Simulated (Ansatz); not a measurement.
# One crystal, many levels of theory: FeAs2 (Lollingite)

What gap does each level of theory give for FeAs2 (Lollingite), and in what time?

Program: Ansatz 0.2.0. Level of theory: density functionals, hybrids and G0W0, plane waves, PAW. Results are calculated unless marked as measured.

**What was measured.**

- Gap 200 meV: transport activation gap from resistivity above 200 K; electrical resistivity, thermal activation fit; bulk crystal (single crystal grown by chemical vapor transport) (“Highly Dispersive Electron Relaxation and Colossal Thermoelectricity in the Correlated Semiconductor FeSb2”, 2013, arxiv:1309.3048).

This is a report of a sequence of runs, with most program output left out.

In doubt: one-shot GW on d or f shells is unsure (steps 6, 7, 8), so the values of those runs are not to be relied on; masses and optical values from hybrid runs of this build are listed as unsure (steps 7, 8), which bears on the screening that GW takes from such a start.

## (1) The starting structure

Symmetry: Pnnm, No. 58, orthorhombic system. The conventional cell has a = 5.301 Å, b = 5.986 Å, c = 2.882 Å, α = 90.00°, β = 90.00°, γ = 90.00°. Nearest to Fe lie 6 As at 2.36 to 2.39 Å. Nearest to As lie 3 Fe at 2.36 to 2.39 Å and 1 As at 2.49 Å. Farther neighbours are not listed.

The cell and positions come from the Crystallography Open Database and are kept as given unless a step says otherwise.

The logs state that the PAW files were generated under PBE.

## (2) r2SCAN on the 4×4×8 mesh

Levels along a band path and on the mesh show where this functional puts the band edges.

This step: DFT, r2SCAN, plane waves, PAW; PAW set soft_1.

input.yaml reads:

```yaml
crystal:
  lattice:
    - [5.3012, 0.0, 0.0]
    - [0.0, 5.9858, 0.0]
    - [0.0, 0.0, 2.8822]
  atoms:
    - { symbol: Fe, position: [0.0, 0.0, 0.0] }
    - { symbol: Fe, position: [0.5, 0.5, 0.5] }
    - { symbol: As, position: [0.1763, 0.3624, 0.0] }
    - { symbol: As, position: [0.8237, 0.6376, 0.0] }
    - { symbol: As, position: [0.6763, 0.1376, 0.5] }
    - { symbol: As, position: [0.3237, 0.8624, 0.5] }
kpoints:
  mp_grid: { grid: [4, 4, 8] }
  band_path:
    path:
      - [[0.0, 0.0, 0.0], [0.5, 0.0, 0.0], [0.5, 0.5, 0.0], [0.0, 0.5, 0.0], [0.0, 0.0, 0.0], [0.0, 0.0, 0.5], [0.5, 0.0, 0.5], [0.5, 0.5, 0.5], [0.0, 0.5, 0.5], [0.0, 0.0, 0.5]]
      - [[0.5, 0.0, 0.0], [0.5, 0.0, 0.5]]
      - [[0.0, 0.5, 0.0], [0.0, 0.5, 0.5]]
      - [[0.5, 0.5, 0.0], [0.5, 0.5, 0.5]]
    npoints: 10
hamiltonian:
  xc: r2scan
  pseudopotentials: { kind: paw, azcp: { folder: soft_1 } }
scf:
  occupations: { method: fermi_dirac, width: 0.02 }
  n_extra_bands: 6
output:
  eigenvalues: true
  write_density: true
  write_potential: true
  elf: true
  volumetric_format: npy
```

Run with:

```console
ansatz run input.yaml --threads 4 --pin off --max-ram 138240MiB --backend cuda --events-out ev --progress --plain --runs-dir out --devices 1 --max-vram 26GiB
```

The job ended after 26 s (1 × NVIDIA H100 80GB HBM3 (shared by 3 runs) with 4 threads of AMD EPYC 7R13 (Zen 3), shared host; peak memory 1.2 GiB; 6.8 s of CPU time).

Numbers from this step:

```yaml
filled_bands: 46
gap: 0.5328 eV
valence_top_at: k = (0.000, 0.500, 0.200)
conduction_bottom_at: k = (0.000, 0.000, 0.250)
least_direct_gap: 0.6931 eV
```

Over mesh and path the gap is 0.533 eV, from k = (0.000, 0.500, 0.200) to k = (0.000, 0.000, 0.250). The least direct gap found is 0.693 eV, at k = (0.000, 0.250, 0.250).

## (3) r2SCAN+SOC on the 4×4×8 mesh

This run has two-component orbitals with spin-orbit coupling.

This step: DFT, r2SCAN with spin-orbit coupling, plane waves, PAW; PAW set soft_1.

input.yaml reads:

```yaml
crystal:
  lattice:
    - [5.3012, 0.0, 0.0]
    - [0.0, 5.9858, 0.0]
    - [0.0, 0.0, 2.8822]
  atoms:
    - { symbol: Fe, position: [0.0, 0.0, 0.0] }
    - { symbol: Fe, position: [0.5, 0.5, 0.5] }
    - { symbol: As, position: [0.1763, 0.3624, 0.0] }
    - { symbol: As, position: [0.8237, 0.6376, 0.0] }
    - { symbol: As, position: [0.6763, 0.1376, 0.5] }
    - { symbol: As, position: [0.3237, 0.8624, 0.5] }
kpoints:
  mp_grid: { grid: [4, 4, 8] }
  band_path:
    path:
      - [0.0, 0.0, 0.0]
      - [0.5, 0.0, 0.0]
      - [0.5, 0.5, 0.0]
      - [0.0, 0.5, 0.0]
      - [0.0, 0.0, 0.5]
      - [0.5, 0.0, 0.5]
      - [0.5, 0.5, 0.5]
      - [0.0, 0.5, 0.5]
      - [0.0, 0.5, 0.2]
      - [0.0, 0.0, 0.25]
      - [0.0, 0.25, 0.25]
    npoints: 1
hamiltonian:
  xc: r2scan
  pseudopotentials: { kind: paw_fr, azcp: { folder: soft_1 } }
scf:
  occupations: { method: fermi_dirac, width: 0.02 }
  n_extra_bands: 12
magnetization:
  noncollinear: true
  spin_orbit: true
output:
  eigenvalues: true
```

Elapsed: 11 s, on 1 × NVIDIA H100 80GB HBM3 (shared by 3 runs) with 4 threads; peak memory 1.2 GiB.

This step gave:

```
gap                  : 0.5209 eV
valence top at       : k = (0.000, 0.500, 0.200)
conduction bottom at : k = (0.000, 0.000, 0.250)
least direct gap     : 0.6917 eV
```

Over mesh and listed points the gap is 0.521 eV, from k = (0.000, 0.500, 0.200) to k = (0.000, 0.000, 0.250). The least direct gap found is 0.692 eV, at k = (0.000, 0.250, 0.250). r2SCAN+SOC against r2SCAN: 0.521 − 0.533 = −0.012 eV, with the same mesh, set of files (read in its fully relativistic form for the spin-orbit run) and cutoff, and both edges at the same k points. The spin-orbit run sees mesh and listed points alone, so its gap is an upper bound: the coupling can move an edge off these points, and the change over the zone, its sign included where it is small, is not known.

## (4) HSE06 on the 4×4×6 mesh

HSE06 mixes in a quarter of exact exchange at short range.

This step: DFT, HSE06, plane waves, PAW; PAW set soft_1.

input.yaml, the sections that differ from step 3:

```yaml
kpoints:
  mp_grid: { grid: [4, 4, 6] }
  band_path:
    path:
      - [0.0, 0.0, 0.0]
      - [0.5, 0.0, 0.0]
      - [0.5, 0.5, 0.0]
      - [0.0, 0.5, 0.0]
      - [0.0, 0.0, 0.5]
      - [0.5, 0.0, 0.5]
      - [0.5, 0.5, 0.5]
      - [0.0, 0.5, 0.5]
      - [0.0, 0.5, 0.2]
      - [0.0, 0.0, 0.25]
      - [0.0, 0.25, 0.25]
    npoints: 1
hamiltonian:
  xc: hse06
  pseudopotentials: { kind: paw, azcp: { folder: soft_1 } }
scf:
  occupations: { method: fixed }
  n_extra_bands: 6
# crystal, output: as in step 3
# magnetization: removed
```

Wall time 39 s (1 × NVIDIA H100 80GB HBM3 (shared by 3 runs) with 4 threads); peak memory 1.8 GiB; 94 s of CPU time.

Numbers from this step:

```yaml
gap: 1.336 eV
valence_top_at: R
conduction_bottom_at: k = (0.000, 0.000, 0.250)
least_direct_gap: 1.707 eV
exact_exchange_fraction: 0.25
```

Over mesh and listed points the gap is 1.336 eV, from k = (0.500, 0.500, 0.500) to k = (0.000, 0.000, 0.250). The least direct gap found is 1.707 eV, at k = (0.000, 0.250, 0.250). On the 4×4×6 mesh alone the same run gives 1.514 eV, so that mesh misses an edge of HSE06: 1.514 − 1.336 = +0.178 eV. HSE06 against r2SCAN: 1.336 − 0.533 = +0.803 eV. The runs also differ in mesh (4×4×8 and 4×4×6) and plane-wave cutoff (500 eV and 420 eV), and the valence top lies at another k point, so how much of this comes from the functional alone is not known. The program's warnings for this run: metallic iterate.

## (5) HSE06+SOC on the 4×4×6 mesh

This step: DFT, HSE06 with spin-orbit coupling, plane waves, PAW; PAW set soft_1.

input.yaml: that of step 4 with these lines changed.

```diff
@@ -30,6 +30,9 @@
   xc: hse06
-  pseudopotentials: { kind: paw, azcp: { folder: soft_1 } }
+  pseudopotentials: { kind: paw_fr, azcp: { folder: soft_1 } }
 scf:
-  occupations: { method: fixed }
-  n_extra_bands: 6
+  occupations: { method: fermi_dirac, width: 0.02 }
+  n_extra_bands: 12
+magnetization:
+  noncollinear: true
+  spin_orbit: true
 output:
```

Run time: 4.8 min. Hardware: 1 × NVIDIA H100 80GB HBM3 (shared by 3 runs) with 4 threads; peak memory 3.9 GiB; 15 min of CPU time.

This step gave:

* gap: 1.344 eV
* valence top at: R
* conduction bottom at: k = (0.000, 0.000, 0.250)
* least direct gap: 1.705 eV
* exact-exchange fraction: 0.25

Over mesh and listed points the gap is 1.344 eV, from k = (0.500, 0.500, 0.500) to k = (0.000, 0.000, 0.250). The least direct gap found is 1.705 eV, at k = (0.000, 0.250, 0.250). On the 4×4×6 mesh alone the same run gives 1.517 eV, so that mesh misses an edge of HSE06+SOC: 1.517 − 1.344 = +0.173 eV. HSE06+SOC against HSE06: 1.344 − 1.336 = +0.008 eV, with the same mesh, set of files (read in its fully relativistic form for the spin-orbit run) and cutoff, and both edges at the same k points. The spin-orbit run sees mesh and listed points alone, so its gap is an upper bound: the coupling can move an edge off these points, and the change over the zone, its sign included where it is small, is not known.

## (6) G0W0@r2SCAN, 4×4×6 mesh, 921 empty bands, screening to 270 eV, hard PAW files

G0W0 replaces the xc potential by a self-energy built once from the orbitals of the start. Levels are corrected in the window of bands that the input names, at points of the mesh.

This step: G0W0 on r2SCAN, plane waves, PAW.

input.yaml reads:

```yaml
crystal:
  lattice:
    - [5.3012, 0.0, 0.0]
    - [0.0, 5.9858, 0.0]
    - [0.0, 0.0, 2.8822]
  atoms:
    - { symbol: Fe, position: [0.0, 0.0, 0.0] }
    - { symbol: Fe, position: [0.5, 0.5, 0.5] }
    - { symbol: As, position: [0.1763, 0.3624, 0.0] }
    - { symbol: As, position: [0.8237, 0.6376, 0.0] }
    - { symbol: As, position: [0.6763, 0.1376, 0.5] }
    - { symbol: As, position: [0.3237, 0.8624, 0.5] }
kpoints:
  mp_grid: { grid: [4, 4, 6] }
hamiltonian:
  xc: r2scan
  pseudopotentials: { kind: paw, source: ansatz }
scf:
  occupations: { method: fixed }
gw:
  n_empty_bands: 921
  ecut_chi: 270.0
  qp_bands: [v2, c2]
  qp_kpoints: band_edges
  screening: { model: contour_deformation }
```

Run time: 7.3 min. Hardware: 1 × NVIDIA H100 80GB HBM3 (shared by 3 runs) with 4 threads; peak memory 11 GiB.

This step gave:

```yaml
bands_summed: 967
rpa_eps_infinity_on_this_mesh_eigenvalues: 20.26, 20.90, 24.04
plane_waves_in_the_screening_matrix: 905
g0w0_gap_over_the_corrected_points: 0.5661 eV
k_of_the_valence_top: 0, 0.25, 0.1667
k_of_the_conduction_bottom: 0, 0, 0.1667
starting_gap_on_the_mesh: 0.5980 eV
z_at_the_valence_top: 0.6511
z_at_the_conduction_bottom: 0.6958
least_direct_g0w0_gap_over_the_corrected_points: 0.7468 eV
```

Over all 36 irreducible mesh points the G0W0 gap is 0.566 eV, from k = (0.000, 0.250, 0.167) to k = (0.000, 0.000, 0.167). The r2SCAN gap of this run on the mesh is 0.598 eV. Other states bound it: the two that bound the G0W0 gap lie 0.862 eV apart in r2SCAN, so state for state the correction is 0.566 − 0.862 = −0.296 eV, while gap against gap it is 0.566 − 0.598 = −0.032 eV. The program's warnings for this run: metallic iterate.

## (7) G0W0@HSE06, 4×4×6 mesh, 543 empty bands, screening to 190 eV, hard PAW files

This step: G0W0 on HSE06, plane waves, PAW.

input.yaml: that of step 6 with these lines changed.

```diff
@@ -15,3 +15,3 @@
 hamiltonian:
-  xc: r2scan
+  xc: hse06
   pseudopotentials: { kind: paw, source: ansatz }
@@ -20,4 +20,4 @@
 gw:
-  n_empty_bands: 921
-  ecut_chi: 270.0
+  n_empty_bands: 543
+  ecut_chi: 190.0
   qp_bands: [v2, c2]
```

Run time: 5.6 min. Hardware: 1 × NVIDIA H100 80GB HBM3 (shared by 3 runs) with 4 threads; peak memory 5.9 GiB; 9.3 min of CPU time.

Numbers from this step:

* bands summed: 589
* RPA ε∞ on this mesh (eigenvalues): 14.17, 14.77, 14.99
* plane waves in the screening matrix: 549
* G0W0 gap over the corrected points: 0.9149 eV
* k of the valence top: 0, 0, 0
* k of the conduction bottom: 0, 0, 0.1667
* starting gap on the mesh: 1.521 eV
* Z at the valence top: 0.6975
* Z at the conduction bottom: 0.7409
* least direct G0W0 gap over the corrected points: 0.9729 eV

Over all 36 irreducible mesh points the G0W0 gap is 0.915 eV, from k = Γ to k = (0.000, 0.000, 0.167). The HSE06 gap of this run on the mesh is 1.521 eV. Other states bound it: the two that bound the G0W0 gap lie 2.017 eV apart in HSE06, so state for state the correction is 0.915 − 2.017 = −1.102 eV, while gap against gap it is 0.915 − 1.521 = −0.606 eV. G0W0@HSE06 against G0W0@r2SCAN with 589 bands (a further run, in the table below): 0.915 − 0.547 = +0.368 eV. The runs also differ in plane-wave cutoff (1060 eV and 844 eV), and the valence top lies at another k point, so how much of this comes from the start alone is not known. The program's warnings for this run: metallic iterate.

## (8) G0W0@PBE0, 4×4×6 mesh, 543 empty bands, screening to 190 eV, hard PAW files

This step: G0W0 on PBE0, plane waves, PAW.

input.yaml: that of step 7 with these lines changed.

```diff
@@ -15,3 +15,3 @@
 hamiltonian:
-  xc: hse06
+  xc: pbe0
   pseudopotentials: { kind: paw, source: ansatz }
```

Run time: 6.3 min. Hardware: 1 × NVIDIA H100 80GB HBM3 (shared by 3 runs) with 4 threads; peak memory 5.9 GiB; 9.8 min of CPU time.

This step gave:

```
bands summed                                    : 589
RPA ε∞ on this mesh (eigenvalues)               : 12.04, 12.66, 12.76
plane waves in the screening matrix             : 549
G0W0 gap over the corrected points              : 1.089 eV
k of the valence top                            : 0, 0, 0
k of the conduction bottom                      : 0, 0, 0.1667
starting gap on the mesh                        : 2.224 eV
Z at the valence top                            : 0.7170
Z at the conduction bottom                      : 0.7599
least direct G0W0 gap over the corrected points : 1.145 eV
```

Over all 36 irreducible mesh points the G0W0 gap is 1.089 eV, from k = Γ to k = (0.000, 0.000, 0.167). The PBE0 gap of this run on the mesh is 2.224 eV. Other states bound it: the two that bound the G0W0 gap lie 2.741 eV apart in PBE0, so state for state the correction is 1.089 − 2.741 = −1.652 eV, while gap against gap it is 1.089 − 2.224 = −1.135 eV. G0W0@PBE0 against G0W0@HSE06 with 589 bands: 1.089 − 0.915 = +0.174 eV, with the same mesh, files and cutoffs, and both edges at the same k points. The program's warnings for this run: coarse exchange mesh; metallic iterate.

(Part 1 of 2 ends here.)

[Paths, hosts, dates, memory and timing lines, banners, echoed tables and standing remarks are left out of the program output.]

[Logs are printed without paths, hosts, clocks, repeated set-up lines and the standing remarks that a program may print on its own settings, such as how far it seeks lower states.]

[Runs of the session that timed out or met a known fault of the program may be left out.]

[Cells called generated may have been cut or substituted from an entry of the Crystallography Open Database or the Materials Project.]

[Hosts, paths, dates, database ids (printed as entryN), source tags and the programs' standing remarks are cut or masked in the printed files.]

[Where an RPA ε∞ is given, it is that of the G0W0 mesh and is not shown converged in it. Names of k-points follow the symmetry that the program found, which can be lower than the space group named. Band edges on a path are those of the sampled points; other points can move an edge, and change direct to indirect where valleys lie close.]

[Hybrid gaps are those of their k-mesh and are not shown converged in it.]
